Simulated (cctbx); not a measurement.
## Diagnosing a refinement

Cell a = 8.9920 Å, b = 8.9920 Å, c = 7.3220 Å, α = 90.00°, β = 90.00°, γ = 90.00°; space group P4_2/mnm (no. 136).

The data are simulated with cctbx, not measured: Mo Kα, λ = 0.71073 Å, to d = 0.84 Å, 80 % of the full sphere, strongest reflection 20000 counts, noise from counting, a 4 % proportional error and a noise floor of 8 counts (s.d.); no absorption.

An anisotropic refinement with weights 1/σ² prints:

```text
Rint 0.036, 314 unique reflections to 0.84 A
cycle     R1     wR2    GooF  max shift (A)
   1  0.4397  0.7670  39.640   0.00821
   4  0.4271  0.7246  37.447   0.00018
final R1 0.4271 wR2 0.7246 GooF 37.447  parameters 12  data/parameter 26.2
atom        x        y        z      Ueq    occ   su(xyz)  su(Uiso or U11)
Tl1    0.11555  0.11555  0.19848  -0.0159  1.000  0.00130  0.0047  NPD
Dy1    0.00000  0.50000  0.25000  -0.0174  1.000  0.00000  0.0059  NPD
Ce1    0.65913  0.65913  0.00000  -0.0199  1.000  0.00158  0.0079  NPD
difference map: max 307.71 min -34.48 rms 18.11
Q1    0.1982  0.8018  0.0000    4  332.04  3.24 A from Tl1
Q2    0.1142  0.1142  0.1990    8  208.43  0.02 A from Tl1
Q3    0.0000  0.5000  0.2500    4  183.00  0.00 A from Dy1
Q4    0.1619  0.8381  0.5000    4  135.08  0.04 A from Ce1
Q5    0.0556  0.8065  0.0000    8   43.13  2.23 A from Tl1
Q6    0.1695  0.3061  0.5000    8   39.22  2.84 A from Tl1
```

**Question.** Can this result stand? If not, what is the likely fault?

Mend it. The fault: an atom left out, Ce at (0.8025, 0.1975, 0). Against the right model at the same level, R1 goes from 0.0085 to 0.4271 and GooF from 0.96 to 37.45, U of Ce1 shrinks from 0.0047 to -0.0199 Å², U of Tl1 shrinks from 0.0028 to -0.0159 Å², U of Dy1 shrinks from 0.0024 to -0.0174 Å², the top difference peak, 332.0 e/Å³, lies 3.24 Å from Tl1 and Tl1, Dy1 and Ce1 go non-positive-definite. Q1 is the missing atom. With scattering power missing, scale and phases suffer, so peaks may also grow on the heavy atoms.

The compound is Ce2DyTl2. The right model at the same level gives:

```text
Rint 0.036, 314 unique reflections to 0.84 A
cycle     R1     wR2    GooF  max shift (A)
   1  0.0114  0.0288   1.499   0.00044
   2  0.0085  0.0184   0.960   0.00000
final R1 0.0085 wR2 0.0184 GooF 0.960  parameters 16  data/parameter 19.6
atom        x        y        z      Ueq    occ   su(xyz)  su(Uiso or U11)
Tl1    0.11501  0.11501  0.19916   0.0028  1.000  0.00002  0.0001
Dy1    0.00000  0.50000  0.25000   0.0024  1.000  0.00000  0.0001
Ce1    0.80244  0.19756  0.00000   0.0036  1.000  0.00003  0.0001
Ce2    0.65870  0.65870  0.00000   0.0047  1.000  0.00003  0.0001
difference map: max 0.88 min -0.56 rms 0.18
Q1    0.0000  0.0000  0.2756    4    0.88  1.57 A from Tl1
Q2    0.0000  0.0000  0.4181    4    0.75  2.11 A from Ce2
Q3    0.0319  0.3830  0.0000    8    0.70  2.13 A from Dy1
Q4    0.0248  0.1169  0.0000    8    0.66  1.67 A from Tl1
Q5    0.0000  0.0000  0.1454    4    0.66  1.51 A from Tl1
Q6    0.1169  0.3114  0.0586   16    0.65  2.04 A from Tl1
```

The model is made up (kin elements in a known structure type, no relaxation), so it says nothing on whether the phase exists.

[Middle refinement cycles are left out of these outputs.]

[Logs are printed without paths, hosts, clocks, repeated set-up lines and the standing remarks that a program may print on its own settings, such as how far it seeks lower states.]
